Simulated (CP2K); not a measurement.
Consider acetaldoxime at its PBE geometry (Å).

```xyz
9

C    -1.0515    0.2518    0.2427
C    -0.0231   -0.7821   -0.0902
N     1.2303   -0.6166   -0.3221
O     1.6043    0.7565   -0.2360
H    -0.6143    1.2533    0.2872
H    -1.8548    0.2451   -0.5094
H    -1.5219    0.0221    1.2107
H    -0.3249   -1.8317   -0.1540
H     2.5561    0.7015   -0.4289
```

Method: CP2K XAS_TDP, all-electron GAPW, PBEh(45%), aug-cc-pVDZ, TDA, GW2X-corrected core level, no relativity.

**Question.** Where do the C K-edge lines lie, and how strong are they?

Leading lines: C1 291.19 eV and C2 287.77 eV. The leading line of an atom is its first one with 35 % of the strongest within 2.5 eV of its lowest line over the strength cut. Core ionisation energies at this level: C1 292.52 and C2 293.32 eV.

The first six lines of each atom with a strength over 0.0015:

| atom | energy (eV) | states | strength, one atom | above the computed threshold |
| --- | --- | --- | --- | --- |
| C1 (bonded to C and 3 H) | 290.38 | 1 | 0.0050 |  |
|  | 291.19 | 1 | 0.0222 |  |
|  | 291.31 | 1 | 0.0119 |  |
|  | 291.66 | 1 | 0.0020 |  |
|  | 292.23 | 1 | 0.0093 |  |
|  | 293.27 | 1 | 0.0041 | yes |
| C2 (bonded to C, N and H) | 287.77 | 1 | 0.0566 |  |
|  | 291.23 | 1 | 0.0109 |  |
|  | 292.11 | 1 | 0.0048 |  |
|  | 292.95 | 1 | 0.0043 |  |
|  | 293.70 | 1 | 0.0061 | yes |
|  | 293.89 | 1 | 0.0049 | yes |

Lines are vertical, at one geometry, with no vibrational structure. GW2X ionisation energies and lines can be off by 1 to 2 eV either way, and a good line position may hide errors that cancel. These values hold no scalar relativity, about 0.1 eV for C 1s. Rydberg lines, and the discretised continuum above threshold, depend on the basis and the box.

[Banner, clock and machine lines of the logs are left out without a mark of their own.]

[Logs are printed without paths, hosts, clocks, repeated set-up lines and the standing remarks that a program may print on its own settings, such as how far it seeks lower states.]

[Hosts, paths, dates, database ids (printed as entryN), source tags and the programs' standing remarks are cut or masked in the printed files.]
